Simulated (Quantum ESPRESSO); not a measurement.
## E(M) of VSb

Aim: the energy of VSb as a function of the total spin moment of its primitive cell.

Method: LDA; plane waves with GBRV 1.5 LDA potentials, no spin-orbit coupling, in Quantum ESPRESSO 7.5.

**1. The starting structure**

Symmetry: P6_3/mmc, No. 194, hexagonal system. Conventional cell: a = 4.140 Å, b = 4.140 Å, c = 5.591 Å, α = 90.00°, β = 90.00°, γ = 120.00°. V has 6 Sb at 2.77 Å and 2 V at 2.80 Å nearest. Nearest to Sb lie 6 V at 2.77 Å. Farther neighbours are not listed.

Coordinates:

```cif
data_structure
_symmetry_space_group_name_H-M 'P 1'
_symmetry_Int_Tables_number 1
_cell_length_a 4.1401
_cell_length_b 4.1401
_cell_length_c 5.5909
_cell_angle_alpha 90.000
_cell_angle_beta 90.000
_cell_angle_gamma 120.000
_cell_volume 82.99
loop_
_atom_site_label
_atom_site_type_symbol
_atom_site_fract_x
_atom_site_fract_y
_atom_site_fract_z
_atom_site_occupancy
V1 V 0.00000 0.00000 0.00000 1
V2 V 0.00000 0.00000 0.50000 1
Sb3 Sb 0.66667 0.33333 0.25000 1
Sb4 Sb 0.33333 0.66667 0.75000 1
```

The cell comes from Materials Project 2023-11-01, a database of computed structures, and need not be the stable phase.

**2. No moment imposed**

ASE passes magmoms on as starting_magnetization. pw.x reads values of 1 or more as Bohr magnetons; where all are smaller, it reads them as fractions of the valence charge.

pw.py reads:

```python
from ase import Atoms
from ase.calculators.espresso import Espresso, EspressoProfile

atoms = Atoms(['V', 'V', 'Sb', 'Sb'],
    cell=[[4.14005783, 0.0, 0.0],
         [-2.07002891, 3.58539525, 0.0],
         [0.0, 0.0, 5.590919]],
    scaled_positions=[[0.0, 0.0, 0.0],
         [0.0, 0.0, 0.5],
         [0.66666667, 0.33333333, 0.25],
         [0.33333333, 0.66666667, 0.75]],
    pbc=True,
    magmoms=[1.5, 1.5, 0.0, 0.0])
input_data = {
    'control': {'calculation': 'scf', 'prefix': 'pwscf', 'outdir': './tmp', 'disk_io': 'nowf'},
    'system': {'ecutwfc': 40.0, 'ecutrho': 280.0, 'nbnd': 39, 'occupations': 'smearing', 'smearing': 'fd', 'degauss': 0.00999582, 'nspin': 2},
    'electrons': {'conv_thr': 8e-09, 'electron_maxstep': 150, 'mixing_beta': 0.3},
}
atoms.calc = Espresso(
    profile=EspressoProfile(command='mpirun -n 4 pw.x -nk 4', pseudo_dir='pseudo'),
    pseudopotentials={'V': 'v_lda_v1.4.uspp.F.UPF', 'Sb': 'sb_lda_v1.4.uspp.F.UPF'},
    input_data=input_data,
    kpts=(8, 8, 8),
    koffset=(0, 0, 0))
atoms.get_potential_energy()
energy = atoms.calc.results['free_energy']
print(f'free energy: {energy:.6f} eV')
print('site moments (muB):', atoms.get_magnetic_moments().round(3))
```

espresso.pwi reads:

```
&CONTROL
   calculation      = 'scf'
   outdir           = './tmp'
   prefix           = 'pwscf'
   disk_io          = 'nowf'
   pseudo_dir       = 'pseudo'
/
&SYSTEM
   nbnd             = 39
   ecutwfc          = 40.0
   ecutrho          = 280.0
   occupations      = 'smearing'
   degauss          = 0.00999582
   smearing         = 'fd'
   nspin            = 2
   starting_magnetization(1) = 1.5
   starting_magnetization(2) = 0.0
   ntyp             = 2
   nat              = 4
   ibrav            = 0
/
&ELECTRONS
   electron_maxstep = 150
   conv_thr         = 8e-09
   mixing_beta      = 0.3
/
&IONS
/
&CELL
/
&FCP
/
&RISM
/
ATOMIC_SPECIES
V  50.9415 v_lda_v1.4.uspp.F.UPF
Sb  121.76 sb_lda_v1.4.uspp.F.UPF

K_POINTS automatic
8 8 8  0 0 0

CELL_PARAMETERS angstrom
4.14005783000000 0.00000000000000 0.00000000000000
-2.07002891000000 3.58539525000000 0.00000000000000
0.00000000000000 0.00000000000000 5.59091900000000

ATOMIC_POSITIONS angstrom
V  0.0000000000 0.0000000000 0.0000000000  
V  0.0000000000 0.0000000000 2.7954595000  
Sb  2.0700289374 1.1951317380 1.3977297500  
Sb  -0.0000000174 2.3902635120 4.1931892500
```

Launch:

```
$ OMP_NUM_THREADS=1 python3 pw.py > pw.log
```

The log of the run:

```text
free energy: -8970.077333 eV
site moments (muB): [ 1.085  1.085 -0.046 -0.046]

--- espresso.pwo ---
Program PWSCF v.7.5 starts

Warning: card &CELL ignored
Warning: card &FCP ignored
Warning: card &RISM ignored

     Message from routine setup:
     using ibrav=0 with symmetry is DISCOURAGED, use correct ibrav instead

     K-points division:     npool     =       4
     Subspace diagonalization in iterative solution of the eigenvalue problem:

     G-vector sticks info
     --------------------
     sticks:   dense  smooth     PW     G-vecs:    dense   smooth      PW
     Sum        1177     673    199                44193    19219    3113

     Using Slab Decomposition

     bravais-lattice index     =            0
     lattice parameter (alat)  =       7.8236  a.u.
     unit-cell volume          =     560.0454 (a.u.)^3
     number of atoms/cell      =            4
     number of atomic types    =            2
     number of electrons       =        56.00
     number of Kohn-Sham states=           39
     kinetic-energy cutoff     =      40.0000  Ry
     charge density cutoff     =     280.0000  Ry
     scf convergence threshold =      8.0E-09
     mixing beta               =       0.3000
     number of iterations used =            8  plain     mixing
     Exchange-correlation=  SLA  PZ   NOGX NOGC
                           (   1   1   0   0   0   0   0)

     celldm(1)=   7.823575  celldm(2)=   0.000000  celldm(3)=   0.000000
     celldm(4)=   0.000000  celldm(5)=   0.000000  celldm(6)=   0.000000

     crystal axes: (cart. coord. in units of alat)
               a(1) = (   1.000000   0.000000   0.000000 )
               a(2) = (  -0.500000   0.866025   0.000000 )
               a(3) = (   0.000000   0.000000   1.350445 )

     reciprocal axes: (cart. coord. in units 2 pi/alat)
               b(1) = (  1.000000  0.577350 -0.000000 )
               b(2) = (  0.000000  1.154701  0.000000 )
               b(3) = (  0.000000 -0.000000  0.740497 )

     PseudoPot. # 1 for V  read from file:
     v_lda_v1.4.uspp.F.UPF
     Pseudo is Ultrasoft + core correction, Zval = 13.0
     Generated by new atomic code, or converted to UPF format
     Using radial grid of  853 points,  6 beta functions with:
                l(1) =   0
                l(2) =   0
                l(3) =   1
                l(4) =   1
                l(5) =   2
                l(6) =   2
     Q(r) pseudized with  8 coefficients,  rinner =    1.100   1.100   1.100
                                                       1.100   1.100

     PseudoPot. # 2 for Sb read from file:
     sb_lda_v1.4.uspp.F.UPF
     Pseudo is Ultrasoft + core correction, Zval = 15.0
     Generated by new atomic code, or converted to UPF format
     Using radial grid of  891 points,  6 beta functions with:
                l(1) =   0
                l(2) =   0
                l(3) =   1
                l(4) =   1
                l(5) =   2
                l(6) =   2
     Q(r) pseudized with  8 coefficients,  rinner =    1.350   1.350   1.350
                                                       1.350   1.350

     atomic species   valence    mass     pseudopotential
     V                13.00    50.94150     V ( 1.00)
     Sb               15.00   121.76000     Sb( 1.00)

     Starting magnetic structure
     atomic species   magnetization
     V               0.115
     Sb              0.000

     24 Sym. Ops., with inversion, found (12 have fractional translation)

   Cartesian axes

     site n.     atom                  positions (alat units)
         1        V      tau(   1) = (   0.0000000   0.0000000   0.0000000  )
         2        V      tau(   2) = (   0.0000000   0.0000000   0.6752223  )
         3        Sb     tau(   3) = (   0.5000000   0.2886751   0.3376112  )
         4        Sb     tau(   4) = (  -0.0000000   0.5773503   1.0128335  )

     number of k points=    50  Fermi-Dirac smearing, width (Ry)=  0.0100
                       cart. coord. in units 2pi/alat
        k(    1) = (   0.0000000   0.0000000   0.0000000), wk =   0.0019531
        k(    2) = (   0.0000000   0.0000000   0.0925621), wk =   0.0039062
        k(    3) = (   0.0000000   0.0000000   0.1851242), wk =   0.0039062
        k(    4) = (   0.0000000   0.0000000   0.2776863), wk =   0.0039062
        k(    5) = (   0.0000000   0.0000000  -0.3702484), wk =   0.0019531
        [... 45 further k-points ...]

     Dense  grid:    44193 G-vectors     FFT dimensions: (  45,  45,  60)

     Smooth grid:    19219 G-vectors     FFT dimensions: (  32,  32,  48)

     Check: negative core charge=   -0.000004
     Generating pointlists ...
     new r_m :   0.2759 (alat units)  2.1584 (a.u.) for type    1
     new r_m :   0.2759 (alat units)  2.1584 (a.u.) for type    2

     Initial potential from superposition of free atoms

     starting charge      53.9979, renormalised to      56.0000

     negative rho (up, down):  8.268E-04 6.548E-04
     Starting wfcs are   38 randomized atomic wfcs +    1 random wfcs

     Self-consistent Calculation

     iteration #  1     ecut=    40.00 Ry     beta= 0.30
     Davidson diagonalization with overlap
     ethr =  1.00E-02,  avg # of iterations =  4.8

     negative rho (up, down):  8.989E-04 9.735E-04

     total energy              =    -659.00501481 Ry
     estimated scf accuracy    <       2.14039837 Ry

     total magnetization       =     1.81 Bohr mag/cell
     absolute magnetization    =     1.92 Bohr mag/cell

     iteration #  2     ecut=    40.00 Ry     beta= 0.30
     Davidson diagonalization with overlap
     ethr =  3.82E-03,  avg # of iterations =  2.3

     negative rho (up, down):  6.772E-04 1.033E-03

     total energy              =    -659.21975017 Ry
     estimated scf accuracy    <       0.57691445 Ry

     total magnetization       =     2.51 Bohr mag/cell
     absolute magnetization    =     2.78 Bohr mag/cell

     iteration #  3     ecut=    40.00 Ry     beta= 0.30
     Davidson diagonalization with overlap
     ethr =  1.03E-03,  avg # of iterations =  1.7

     negative rho (up, down):  5.035E-04 1.232E-03

     total energy              =    -659.26735251 Ry
     estimated scf accuracy    <       0.10993199 Ry

     total magnetization       =     2.27 Bohr mag/cell
     absolute magnetization    =     2.48 Bohr mag/cell

     [... further iterations left out ...]

     iteration # 11     ecut=    40.00 Ry     beta= 0.30
     Davidson diagonalization with overlap
     ethr =  3.53E-10,  avg # of iterations =  1.4

     negative rho (up, down):  2.093E-04 1.384E-03

     total energy              =    -659.28858126 Ry
     estimated scf accuracy    <       0.00000007 Ry

     total magnetization       =     2.34 Bohr mag/cell
     absolute magnetization    =     2.59 Bohr mag/cell

     iteration # 12     ecut=    40.00 Ry     beta= 0.30
     Davidson diagonalization with overlap
     ethr =  1.29E-10,  avg # of iterations =  2.6

     negative rho (up, down):  2.095E-04 1.384E-03

     total energy              =    -659.28858134 Ry
     estimated scf accuracy    <       0.00000003 Ry

     total magnetization       =     2.33 Bohr mag/cell
     absolute magnetization    =     2.58 Bohr mag/cell

     iteration # 13     ecut=    40.00 Ry     beta= 0.30
     Davidson diagonalization with overlap
     ethr =  4.93E-11,  avg # of iterations =  1.7

     negative rho (up, down):  2.095E-04 1.384E-03

     total energy              =    -659.28858134 Ry
     estimated scf accuracy    <       0.00000003 Ry

     total magnetization       =     2.33 Bohr mag/cell
     absolute magnetization    =     2.58 Bohr mag/cell

     iteration # 14     ecut=    40.00 Ry     beta= 0.30
     Davidson diagonalization with overlap
     ethr =  4.93E-11,  avg # of iterations =  2.2

     negative rho (up, down):  2.095E-04 1.384E-03

     Magnetic moment per site  (integrated on atomic sphere of radius R)
     atom   1 (R=0.276)  charge= 11.5116  magn=  1.0848
     atom   2 (R=0.276)  charge= 11.5116  magn=  1.0848
     atom   3 (R=0.276)  charge= 12.5010  magn= -0.0464
     atom   4 (R=0.276)  charge= 12.5010  magn= -0.0464

     End of self-consistent calculation

     Number of k-points >= 100: set verbosity='high' to print the bands.

     the Fermi energy is    12.5888 ev

!    total energy              =    -659.28858134 Ry
     estimated scf accuracy    <          7.6E-11 Ry
     smearing contrib. (-TS)   =      -0.02033728 Ry
     internal energy E=F+TS    =    -659.26824406 Ry

     The total energy is F=E-TS. E is the sum of the following terms:
     one-electron contribution =    -271.14082347 Ry
     hartree contribution      =     163.70587289 Ry
     xc contribution           =    -125.73644318 Ry
     ewald contribution        =    -426.09685030 Ry

     total magnetization       =     2.33 Bohr mag/cell
     absolute magnetization    =     2.58 Bohr mag/cell

     convergence has been achieved in  14 iterations

=------------------------------------------------------------------------------=
   JOB DONE.
=------------------------------------------------------------------------------=
```

It took 55 s on 4 MPI ranks of Arm Neoverse V1, shared host; peak memory 0.64 GiB; 3.6 min of CPU time.

Spin moment in the atom's sphere by atom:

| atom | spin moment in the atom's sphere (μB) |
| --- | --- |
| V1 | 1.08 |
| V2 | 1.08 |
| Sb3 | -0.05 |
| Sb4 | -0.05 |

Read from the output:

- smearing term TS: 0.2767 eV
- magnetization: 2.334 μB
- absolute magnetization: 2.583 μB
- final state: ferromagnetic

**3. Moment fixed at 0 μB**

The two spin channels are filled to separate Fermi energies, so that the total moment meets the target. Half of the up one less the down one is the slope dE/dM.

Changes to pw.py since step 2:

```diff
@@ -12,6 +12,6 @@
     pbc=True,
-    magmoms=[1.5, 1.5, 0.0, 0.0])
+    magmoms=[0.075, 0.075, 0.0, 0.0])
 input_data = {
     'control': {'calculation': 'scf', 'prefix': 'pwscf', 'outdir': './tmp', 'disk_io': 'nowf'},
-    'system': {'ecutwfc': 40.0, 'ecutrho': 280.0, 'nbnd': 39, 'occupations': 'smearing', 'smearing': 'fd', 'degauss': 0.00999582, 'nspin': 2},
+    'system': {'ecutwfc': 40.0, 'ecutrho': 280.0, 'nbnd': 39, 'occupations': 'smearing', 'smearing': 'fd', 'degauss': 0.00999582, 'nspin': 2, 'tot_magnetization': 0.0},
     'electrons': {'conv_thr': 8e-09, 'electron_maxstep': 150, 'mixing_beta': 0.3},
```

Changes to espresso.pwi since step 2:

```diff
@@ -9,2 +9,3 @@
    nbnd             = 39
+   tot_magnetization = 0.0
    ecutwfc          = 40.0
@@ -15,3 +16,3 @@
    nspin            = 2
-   starting_magnetization(1) = 1.5
+   starting_magnetization(1) = 0.075
    starting_magnetization(2) = 0.0
```

Launch:

```
$ OMP_NUM_THREADS=1 python3 pw.py > pw.log
```

The log of the run:

```text
     [... lines left out ...]
free energy: -8969.992105 eV
site moments (muB): [ 0.  0. -0. -0.]
--- espresso.pwo ---
Program PWSCF v.7.5 starts
     [... lines left out ...]
     number of atoms/cell      =            4
     [... lines left out ...]
     number of electrons       =        56.00 (up:  28.00, down:  28.00)
     number of Kohn-Sham states=           39
     kinetic-energy cutoff     =      40.0000  Ry
     charge density cutoff     =     280.0000  Ry
     scf convergence threshold =      8.0E-09
     [... lines left out ...]
     24 Sym. Ops., with inversion, found (12 have fractional translation)
     [... lines left out ...]
     number of k points=    50  Fermi-Dirac smearing, width (Ry)=  0.0100
     [... lines left out ...]
     iteration # 12     ecut=    40.00 Ry     beta= 0.30
     [... lines left out ...]
     Magnetic moment per site  (integrated on atomic sphere of radius R)
     atom   1 (R=0.276)  charge= 11.5070  magn=  0.0000
     atom   2 (R=0.276)  charge= 11.5070  magn=  0.0000
     atom   3 (R=0.276)  charge= 12.4958  magn= -0.0000
     atom   4 (R=0.276)  charge= 12.4958  magn= -0.0000
     [... lines left out ...]
     the spin up/dw Fermi energies are    12.6414   12.6414 ev
!    total energy              =    -659.28231726 Ry
     estimated scf accuracy    <          1.4E-09 Ry
     smearing contrib. (-TS)   =      -0.03093768 Ry
     [... lines left out ...]
     total magnetization       =    -0.00 Bohr mag/cell
     absolute magnetization    =     0.00 Bohr mag/cell
     convergence has been achieved in  12 iterations
```

Elapsed: 48 s, on 4 MPI ranks; peak memory 0.64 GiB; 3.1 min of CPU time.

Numbers from this step:

| Property | Result |
| --- | --- |
| magnetization | 0 μB |
| absolute magnetization | 0 μB |
| half the difference of the two Fermi energies | 0 meV |
| largest moment | 0 μB |

(Continued in part 2 of 2.)

[Logs and program files are shortened in this print: banners, set-up blocks, solver, clock and traceback lines can be left out without a mark of their own.]

[Logs are printed without paths, hosts, clocks, repeated set-up lines and the standing remarks that a program may print on its own settings, such as how far it seeks lower states.]

[Hosts, paths, dates, database ids (printed as entryN), source tags and the programs' standing remarks are cut or masked in the printed files.]

[Where a cell is said to come from a database of computed structures, the database is the Materials Project.]
